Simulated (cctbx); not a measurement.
# Ag3SF: as given, inverted or twinned?

Space group Fmm2 (no. 42), a = 8.5640 Å, b = 8.8290 Å, c = 8.9890 Å, α = 90.00°, β = 90.00°, γ = 90.00°.

| atom | mult. | x | y | z | Ueq (Å²) |
| --- | --- | --- | --- | --- | --- |
| Ag1 | 4 | 0 | 0 | 0.5480 | 0.0101 |
| Ag2 | 8 | 1/2 | 0.7942 | 0.7571 | 0.0068 |
| Ag3 | 8 | 1/4 | 3/4 | 0.9467 | 0.0062 |
| Ag4 | 4 | 0 | 0 | 0.9491 | 0.0089 |
| S1 | 8 | 0 | 0.2477 | 0.5072 | 0.0089 |
| F1 | 8 | 0.2494 | 0 | 0.7413 | 0.0103 |

The model is made up (kin elements in a known structure type, no relaxation), so it says nothing on whether the phase exists.

Data sets are simulated with cctbx and refined with Bijvoet mates kept apart; Flack x is then fitted as the share of an inverted twin with the atoms fixed, Hooft y from the Bijvoet differences. The group is acentric but holds improper operations, so there is an absolute structure (orientation) and no hand.

Untwinned crystal. What Flack and Hooft values should come out?

```csv
λ (Å),extinction (unmodelled),d min (Å),top counts,error (%),model,R1,Flack x,s.u.,Hooft y,s.u.,pairs
0.71073,0,0.77,40000,2,as given,0.0077,-0.03,0.07,0.022,0.055,203
0.71073,0,0.77,40000,2,inverted,0.0103,1.03,0.07,0.980,0.055,203
1.54184,0,0.83,70000,6,as given,0.0158,-0.02,0.04,-0.015,0.029,166
```

With Mo Kα, x is within 3 s.u. of 0, so the absolute structure is right, though an s.u. above 0.04 can't exclude a small twin share. With Cu Kα, x is within 3 s.u. of 0, so the absolute structure is right. Inverting the model turns x into about 1 − x.

A further crystal gives:

| λ (Å) | extinction (unmodelled) | d min (Å) | top counts | error (%) | model | R1 | Flack x | s.u. | Hooft y | s.u. | pairs |
| --- | --- | --- | --- | --- | --- | --- | --- | --- | --- | --- | --- |
| 1.54184 | 0 | 0.83 | 5000 | 4 | as given | 0.0207 | 0.23 | 0.05 | 0.210 | 0.050 | 164 |

**Question.** What is it?

It was simulated as an inversion twin with a fraction 0.15 of the inverted domain. Flack x is over 3 s.u. from both 0 and 1 and reads that fraction, roughly.

[Logs are printed without paths, hosts, clocks, repeated set-up lines and the standing remarks that a program may print on its own settings, such as how far it seeks lower states.]
